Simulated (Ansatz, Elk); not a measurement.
# How far do independent atoms describe Al3C?

Structure refinements treat a crystal as free atoms side by side. For a made-up structure of Al3C (cell and positions from a r2SCAN relaxation) the runs below show what the calculated density changes in F(hkl).

Method: DFT, PBE, all-electron APW+lo, Dirac cores, scalar-relativistic bands, static density, no spin, in Elk 11.2.3 (patched build).

The structure was built from a prototype and need not be the compound's stable phase.

## 1. The structure

Symmetry: P6_322, No. 182, hexagonal system. The conventional cell has a = 5.122 Å, b = 5.122 Å, c = 4.632 Å, α = 90.00°, β = 90.00°, γ = 120.00°. Nearest to Al lie 2 C at 2.08 Å. Nearest to C lie 6 Al at 2.08 Å. Farther neighbours are not listed.

## 2. Ground state and structure factors

An all-electron density is needed, since X-rays see the cores too. Task 0 finds the density and task 195 Fourier-transforms it; tshift is off so that phases refer to the origin typed.

Contents of elk.in:

```
tasks
  0
  195

xctype
  20

spinpol
  .false.

rgkmax
  7.0

gmaxvr
  14.0

lmaxo
  7

lmaxapw
  8

swidth
  0.002

tshift
  .false.

ramdisk
  .false.

hmaxvr
  5.5

maxscl
  120

epspot
  1e-06

sppath
  './'

avec
  9.67864484482 -0.00000000000 0.00000000000
  -4.83932242241 8.38195230982 -0.00000000000
  0.00000000000 0.00000000000 8.75310133376

atoms
  2
  'Al.in'
  6
  -0.0000000000 0.3248623640 0.5000000000   0.000000 0.000000 0.000000
  0.6751376360 0.6751376360 0.5000000000   0.000000 0.000000 0.000000
  0.3248623640 -0.0000000000 0.5000000000   0.000000 0.000000 0.000000
  0.6751376360 -0.0000000000 -0.0000000000   0.000000 0.000000 0.000000
  0.3248623640 0.3248623640 0.0000000000   0.000000 0.000000 0.000000
  0.0000000000 0.6751376360 -0.0000000000   0.000000 0.000000 0.000000
  'C.in'
  2
  0.6666666667 0.3333333333 0.7500000000   0.000000 0.000000 0.000000
  0.3333333333 0.6666666667 0.2500000000   0.000000 0.000000 0.000000

ngridk
  5 5 5
```

The run is started by

```bash
OMP_NUM_THREADS=4 elk
```

Numbers of over 12 decimals in the logs are rounded to 6 here.

Log:

```text
┌─────────────────────────┐
│ Elk code version 11.2.3 │
└─────────────────────────┘

All units are atomic (Hartree, Bohr, etc.)

┌─────────────────────────────────────────────────┐
│ Ground-state run starting from atomic densities │
└─────────────────────────────────────────────────┘

Lattice vectors :
   9.678644845      -0.000000000       0.000000000
  -4.839322422       8.381952310      -0.000000000
   0.000000000       0.000000000       8.753101334

Reciprocal lattice vectors :
  0.6491802735      0.3748044056      -0.000000000
   0.000000000      0.7496088113      -0.000000000
   0.000000000       0.000000000      0.7178238967

Unit cell volume      :    710.1035694
Brillouin zone volume :   0.3493155423

Muffin-tin inner radius fraction :   0.1000000000E-01

Nuclei treated as point charges

Species : 1 (Al)
 parameters loaded from : Al.in
 name : aluminium
 nuclear charge    :   -13.00000000
 electronic charge :    13.00000000
 atomic mass :    49184.33496
 muffin-tin radius :    2.135632805
 number of radial points in muffin-tin :    793
 inner part over the whole radius :   0.9910339318E-02
 number on inner part of muffin-tin    :    552
 approximate nuclear radius :   0.5839653600E-04
 number of mesh points to nuclear radius :    244
 atomic positions (lattice), magnetic fields (Cartesian) :
  1 :   0.00000000  0.32486236  0.50000000    0.00000000  0.00000000  0.00000000
  2 :   0.67513764  0.67513764  0.50000000    0.00000000  0.00000000  0.00000000
  3 :   0.32486236  0.00000000  0.50000000    0.00000000  0.00000000  0.00000000
  4 :   0.67513764  0.00000000  0.00000000    0.00000000  0.00000000  0.00000000
  5 :   0.32486236  0.32486236  0.00000000    0.00000000  0.00000000  0.00000000
  6 :   0.00000000  0.67513764  0.00000000    0.00000000  0.00000000  0.00000000

Species : 2 (C)
 parameters loaded from : C.in
 name : carbon
 nuclear charge    :   -6.000000000
 electronic charge :    6.000000000
 atomic mass :    21894.16674
 muffin-tin radius :    1.747335932
 number of radial points in muffin-tin :    593
 inner part over the whole radius :   0.9764799778E-02
 number on inner part of muffin-tin    :    405
 approximate nuclear radius :   0.4747601631E-04
 number of mesh points to nuclear radius :    166
 atomic positions (lattice), magnetic fields (Cartesian) :
  1 :   0.66666667  0.33333333  0.75000000    0.00000000  0.00000000  0.00000000
  2 :   0.33333333  0.66666667  0.25000000    0.00000000  0.00000000  0.00000000

Total number of atoms per unit cell :    8
Total muffin-tin volume :    289.4984765
 ratio of muffin-tin to unit cell volume :   0.4076848631

Spin treatment :
 spin-unpolarised

Number of Bravais lattice symmetries :   24
Number of crystal symmetries         :   12
Crystal has no inversion symmetry
Complex Hermitian eigensolver will be used

k-point grid :      5     5     5
k-point offset :    0.000000000       0.000000000       0.000000000
k-point set is reduced with full crystal symmetry group
Total number of k-points :       15

Muffin-tin radius times maximum |G+k| :    7.000000000
 using average radius
Maximum |G+k| for APW functions       :    3.433798785
Maximum (1/2)|G+k|²                   :    5.895487049
Maximum |G| for potential and density :    14.00000000
Constant for pseudocharge density :    7
 order of it for each species :   14  14
 order of it for pair densities of each species (exact exchange by exxq0 0: 15) :   11   5
Radial integration step length :    1

G-vector grid sizes :     45    45    40
Number of G-vectors :    32859

Maximum angular momentum used for
 APW functions            :    8
 outer part of muffin-tin :    7
 inner part of muffin-tin :    2

Total nuclear charge    :   -90.00000000
Total core charge       :    28.00000000
Total valence charge    :    62.00000000
Total excess charge     :    0.000000000
Total electronic charge :    90.00000000

Effective Wigner radius, rₛ :    1.234990241

Number of empty states         :     32
[...]
Hartree                     :      430.36013690447
 Madelung                    :     -1852.1076324571
 xc potential                :     -164.97457854206
 exchange                    :     -119.68622930020
 correlation                 :     -3.488092
 electron entropic           :    -0.15185525163688E-02
 total energy                :     -1533.6759186241

Density of states at Fermi energy :    119.4128250
 (states/Hartree/unit cell)

Estimated indirect band gap :   0.1052542197E-02
 from k-point 14 to k-point 5
Estimated direct band gap   :   0.6038269507E-02
 at k-point 14

Charges :
 core                        :    28.00000000
 valence                     :    62.00000000
 interstitial                :    11.76054640
 muffin-tins (core leakage)
  species : 1 (Al)
[...]
species : 2 (C)
[...]
total in muffin-tins        :    78.23945360
 total calculated charge     :    89.99573547
 total charge                :    90.00000000
 error                       :   0.4264531332E-02

RMS change in Kohn-Sham potential (target) :    1.738245947     (  0.1000000000E-05)
Absolute change in total energy (target)   :   0.2465146615E-01 (  0.1000000000E-03)

[... loops 3 to 14 left out ...]

┌──────────────────┐
│ Loop number : 15 │
└──────────────────┘

Energies :
 Fermi                       :     0.300437
 sum of occupied eigenvalues :     -813.22444305479
 electron kinetic            :      1535.8302898520
 core electron kinetic       :      1149.2916343369
 Coulomb                     :     -2946.1351097998
 Coulomb potential           :     -2190.6646490929
 nuclear-nuclear             :     -335.70237048081
 electron-nuclear            :     -3038.8306091578
 Hartree                     :      428.39786983873
 Madelung                    :     -1850.8027852534
 xc potential                :     -158.39008381390
 exchange                    :     -119.23287133442
 correlation                 :     -3.513229
 electron entropic           :    -0.10347287631136E-02
 total energy                :     -1533.0519552926

Density of states at Fermi energy :    78.24834172
 (states/Hartree/unit cell)

Estimated indirect band gap :   0.1821663761E-02
 from k-point 10 to k-point 4
Estimated direct band gap   :   0.7932801410E-02
 at k-point 13

Charges :
 core                        :    28.00000000
 valence                     :    62.00000000
 interstitial                :    12.58983598
 muffin-tins (core leakage)
  species : 1 (Al)
[...]
species : 2 (C)
[...]
total in muffin-tins        :    77.41016402
 total calculated charge     :    89.99596365
 total charge                :    90.00000000
 error                       :   0.4036351002E-02

RMS change in Kohn-Sham potential (target) :   0.8769848966E-06 (  0.1000000000E-05)
Absolute change in total energy (target)   :   0.6588205088E-04 (  0.1000000000E-03)

Convergence targets achieved

┌──────────────────┐
│ Loop number : 16 │
└──────────────────┘

Energies :
 Fermi                       :     0.300437
 sum of occupied eigenvalues :     -813.22444455822
 electron kinetic            :      1535.8302875341
 core electron kinetic       :      1149.2916335442
 Coulomb                     :     -2946.1351086858
 Coulomb potential           :     -2190.6646477041
 nuclear-nuclear             :     -335.70237048081
 electron-nuclear            :     -3038.8306083133
 Hartree                     :      428.39787010829
 Madelung                    :     -1850.8027848338
 xc potential                :     -158.39008438818
 exchange                    :     -119.23287134110
 correlation                 :     -3.513229
 electron entropic           :    -0.10347285544748E-02
 total energy                :     -1533.0519565013

Density of states at Fermi energy :    78.24832981
 (states/Hartree/unit cell)

Estimated indirect band gap :   0.1821669266E-02
 from k-point 10 to k-point 4
Estimated direct band gap   :   0.7932805049E-02
 at k-point 13

Charges :
 core                        :    28.00000000
 valence                     :    62.00000000
 interstitial                :    12.58983579
 muffin-tins (core leakage)
  species : 1 (Al)
[...]
atom 6                    :    11.16936360     (  0.6623106007E-03)
  species : 2 (C)
   atom 1                    :    5.196991317     (  0.5769971544E-05)
   atom 2                    :    5.196991317     (  0.5769971544E-05)
 total in muffin-tins        :    77.41016421
 total calculated charge     :    89.99596365
 total charge                :    90.00000000
 error                       :   0.4036350771E-02

┌──────────────────────────────┐
│ Self-consistent loop stopped │
└──────────────────────────────┘

Warning : core states of species 1 leak from the muffin-tin :   0.6623106007E-03

Wrote STATE.OUT
```

Elapsed: 18 s, on 4 threads of AMD EPYC 9B45 (Zen 5), shared host; peak memory 0.22 GiB; 53 s of CPU time.

SFACRHO.OUT:

```text

h k l indices transformed by vhmat matrix:
   1.000000000       0.000000000       0.000000000    
   0.000000000       1.000000000       0.000000000    
   0.000000000       0.000000000       1.000000000    

      h      k      l  multipl.   |H|            Re(F)            Im(F)           |F|

      0      0      0      1   0.0000000       89.999998      0.16757112E-15   89.999998    
      0      0     -1      2  0.71782390     -0.78751564E-15  0.98546667E-14  0.98860829E-14
     -1      1      0      6  0.74960881      -2.9928409      0.40034583E-14   2.9928409    
      1     -1      1      6   1.0378750       7.8605501      0.50659146E-13   7.8605501    
     -1      1      1      6   1.0378750      -7.8605501     -0.47579562E-13   7.8605501    
      1      1      0      3   1.2983605      -19.629311      0.31211854E-13   19.629311    
     -1     -1      0      3   1.2983605      -19.629311     -0.32252144E-13   19.629311    
      0      0     -2      2   1.4356478       45.819229     -0.12049731E-13   45.819229    
      1      1     -1      6   1.4835806     -0.16179444E-13  -45.388501       45.388501    
      2     -1     -1      6   1.4835806     -0.35354812E-08   45.388501       45.388501    
      0      2      0      6   1.4992176      -6.6801495     -0.18169542E-13   6.6801495    
      1     -1      2      6   1.6195672       4.8138091     -0.59128000E-13   4.8138091    
      1     -1     -2      6   1.6195672       4.8138091      0.66211042E-13   4.8138091    
      0     -2      1      6   1.6622047       5.4970469      0.11309462E-10   5.4970469    
     -2      0      1      6   1.6622047      -5.4970469      0.11287443E-10   5.4970469    
      1     -2      2      6   1.9356716      -28.884905     -0.17506713E-10   28.884905    
     -1      2     -2      6   1.9356716      -28.884905      0.17506625E-10   28.884905    
     -1     -2      0      6   1.9832785      -3.3396363     -0.86228333E-14   3.3396363
```

Elk indexes on the primitive cell of elk.in and gives |H| = 4π sin θ/λ in inverse bohr. Below, one row stands for each form hkl of the conventional cell (m members, Friedel mates merged), F is for one primitive cell and the density is static (no thermal factor). Free-atom factors are Waasmaier and Kirfel's, and R is Σm||F|−|F'||/Σm|F|.

```csv
hkl,m,sin θ/λ (Å⁻¹),"abs F, DFT",neutral atoms,diff.,abs of complex diff.
001,2,0.108,0.000,0.000,+0.000,0.000
100,6,0.113,2.993,2.870,+0.122,0.122
101,12,0.156,7.861,7.298,+0.563,0.563
110,6,0.195,19.629,20.376,-0.747,0.747
002,2,0.216,45.819,46.835,-1.016,1.016
111,12,0.223,45.389,45.698,-0.309,0.309
200,6,0.226,6.680,6.362,+0.318,0.318
102,12,0.243,4.814,4.618,+0.196,0.196
201,12,0.250,5.497,5.109,+0.388,0.388
112,12,0.291,28.885,28.984,-0.099,0.099
210,12,0.298,3.340,3.381,-0.041,0.041
202,12,0.312,0.368,0.351,+0.016,0.016
211,24,0.317,5.417,5.545,-0.129,0.135
003,2,0.324,0.000,0.000,+0.000,0.000
300,6,0.338,48.651,48.776,-0.125,0.125
103,12,0.343,3.716,3.833,-0.116,0.116
301,12,0.355,0.007,0.000,+0.007,0.007
212,24,0.368,1.282,1.297,-0.015,0.080
```

## 3. The highest occupied states alone

An energy window below the Fermi level keeps the highest occupied states, to see at which angles they scatter; shallow core shells can lie inside it and anion s states outside. No new self-consistency is needed.

elk.in: that of step 2 with these lines changed.

```diff
@@ -1,3 +1,2 @@
 tasks
-  0
   195
@@ -40,2 +39,5 @@
 
+wsfac
+  -0.067060 0.600440
+
 sppath
```

The run is started by

```bash
OMP_NUM_THREADS=4 elk
```

Log:

```text
┌─────────────────────────────────┐
│ Elk code version 11.2.3 started │
└─────────────────────────────────┘

Info(readinput): the functional depends on the density's gradient
 muffin-tin radial points multiplied by    2.00000
 (not where nrmtscf is given)

┌────────────────────┐
│ Current task : 195 │
└────────────────────┘
Info(checkmt): changed muffin-tin radius of species 1 (Al) from   2.2000 to   2.1356
Info(checkmt): changed muffin-tin radius of species 2 (C) from   1.8000 to   1.7473

Info(sfacrho): density structure factors written to SFACRHO.OUT

 Energy window :  -0.6706000000E-01  0.6004400000

┌──────────────────┐
│ Elk code stopped │
└──────────────────┘
```

It took 4.2 s on 4 threads; peak memory 0.16 GiB.

States within 10 eV below the Fermi level hold 22.00 electrons; any levels below the window count with the cores. Their amplitudes can exceed the total, where window and core parts have opposite phase:

| hkl | sin θ/λ (Å⁻¹) | abs F, window | abs F, all |
| --- | --- | --- | --- |
| 001 | 0.108 | 0.000 | 0.000 |
| 100 | 0.113 | 1.606 | 2.993 |
| 101 | 0.156 | 2.991 | 7.861 |
| 110 | 0.195 | 2.399 | 19.629 |
| 002 | 0.216 | 2.397 | 45.819 |
| 111 | 0.223 | 0.018 | 45.389 |
| 200 | 0.226 | 1.252 | 6.680 |
| 102 | 0.243 | 0.979 | 4.814 |
| 201 | 0.250 | 1.693 | 5.497 |
| 112 | 0.291 | 0.762 | 28.885 |

## 4. Another functional

The difference from free atoms is small, so it is set against the change that LDA (Perdew-Wang) makes.

elk.in: that of step 3 with these lines changed.

```diff
@@ -1,2 +1,3 @@
 tasks
+  0
   195
@@ -4,3 +5,3 @@
 xctype
-  20
+  3
 
@@ -39,5 +40,2 @@
 
-wsfac
-  -0.067060 0.600440
-
 sppath
```

The run is started by

```bash
OMP_NUM_THREADS=4 elk
```

Log:

```text
┌─────────────────────────┐
│ Elk code version 11.2.3 │
└─────────────────────────┘

All units are atomic (Hartree, Bohr, etc.)

┌─────────────────────────────────────────────────┐
│ Ground-state run starting from atomic densities │
└─────────────────────────────────────────────────┘

Lattice vectors :
   9.678644845      -0.000000000       0.000000000
  -4.839322422       8.381952310      -0.000000000
   0.000000000       0.000000000       8.753101334

Reciprocal lattice vectors :
  0.6491802735      0.3748044056      -0.000000000
[...]
muffin-tins (core leakage)
  species : 1 (Al)
[...]
species : 2 (C)
   atom 1                    :    5.184746276     (  0.2280744418E-05)
   atom 2                    :    5.184746276     (  0.2280744418E-05)
 total in muffin-tins        :    77.51740632
 total calculated charge     :    89.99572423
 total charge                :    90.00000000
 error                       :   0.4275765080E-02

┌──────────────────────────────┐
│ Self-consistent loop stopped │
└──────────────────────────────┘

Warning : core states of species 1 leak from the muffin-tin :   0.7031020759E-03

Wrote STATE.OUT
[key lines of the parts left out:]
total energy                :     -1527.0649540053
```

Elapsed: 13 s, on 4 threads; peak memory 0.19 GiB.

Against the first run R = 0.19 %; the largest change is -0.098 at 302.

## 5. Basis size

The basis and the expansions that go with it are enlarged, to see whether the differences are converged.

elk.in: that of step 4 with these lines changed.

```diff
@@ -5,3 +5,3 @@
 xctype
-  3
+  20
 
@@ -11,12 +11,12 @@
 rgkmax
-  7.0
+  8.5
 
 gmaxvr
-  14.0
+  18.0
 
 lmaxo
-  7
+  9
 
 lmaxapw
-  8
+  10
```

The run is started by

```bash
OMP_NUM_THREADS=4 elk
```

Log:

```text
┌─────────────────────────┐
│ Elk code version 11.2.3 │
└─────────────────────────┘

All units are atomic (Hartree, Bohr, etc.)

┌─────────────────────────────────────────────────┐
│ Ground-state run starting from atomic densities │
└─────────────────────────────────────────────────┘

Lattice vectors :
   9.678644845      -0.000000000       0.000000000
  -4.839322422       8.381952310      -0.000000000
   0.000000000       0.000000000       8.753101334

Reciprocal lattice vectors :
  0.6491802735      0.3748044056      -0.000000000
[...]
muffin-tins (core leakage)
  species : 1 (Al)
[...]
species : 2 (C)
   atom 1                    :    5.200773276     (  0.5773651277E-05)
   atom 2                    :    5.200773276     (  0.5773651277E-05)
 total in muffin-tins        :    77.41960786
 total calculated charge     :    89.99592062
 total charge                :    90.00000000
 error                       :   0.4079381049E-02

┌──────────────────────────────┐
│ Self-consistent loop stopped │
└──────────────────────────────┘

Warning : core states of species 1 leak from the muffin-tin :   0.6622936451E-03

Wrote STATE.OUT
[key lines of the parts left out:]
total energy                :     -1533.0563852616
```

Run time: 57 s. Hardware: 4 threads; peak memory 0.44 GiB; 3 min of CPU time.

Against the first run R = 0.02 %; the largest change is -0.006 at 105.

## 6. Settings against the effect

```
                              run  R against the first run (%)  R against neutral atoms, low angle (%)  wall time
                    PBE, rgkmax 7                         0.00                                    2.00       18 s
                LDA (Perdew-Wang)                         0.19                                    1.96       13 s
rgkmax 8.5 with larger expansions                         0.02                                    2.00       57 s
```

## 7. What came out

- R against neutral atoms, sin θ/λ < 0.3 Å⁻¹: 2.00 %
- R against neutral atoms, 0.3 to 0.83 Å⁻¹: 0.19 %

What this shows: Independent neutral atoms miss the calculated amplitudes by R = 2.00 % below 0.3 Å⁻¹ and 0.19 % from there to 0.83 Å⁻¹; by shells, 4.09 % below 0.15 Å⁻¹ (1 form), 1.97 % 0.15 to 0.3 (9 forms), 0.40 % 0.3 to 0.45 (16 forms), 0.15 % above 0.45 (98 forms). Bonding, aspherical density and the tables' own atoms all enter these figures, and the runs don't part them. The largest change of an amplitude is -1.02 electrons, at 002. R counts amplitudes alone; phases shift too. The window's part falls from 22.0 electrons at the origin to at most 0.34 between 0.45 and 0.83 Å⁻¹. Below 0.3 Å⁻¹ the changes that finished (LDA (Perdew-Wang) and rgkmax 8.5 with larger expansions) move F by R = 0.07 % at most, against the 2.00 % that separates it from free atoms. The k-mesh has no finished test. Part of the difference isn't bonding: the tables are fits to free atoms and ions calculated by other methods than this functional. Thermal motion, anomalous dispersion and extinction are left out.

[Logs are printed without paths, hosts, clocks, repeated set-up lines and the standing remarks that a program may print on its own settings, such as how far it seeks lower states.]

[Hosts, paths, dates, database ids (printed as entryN), source tags and the programs' standing remarks are cut or masked in the printed files.]
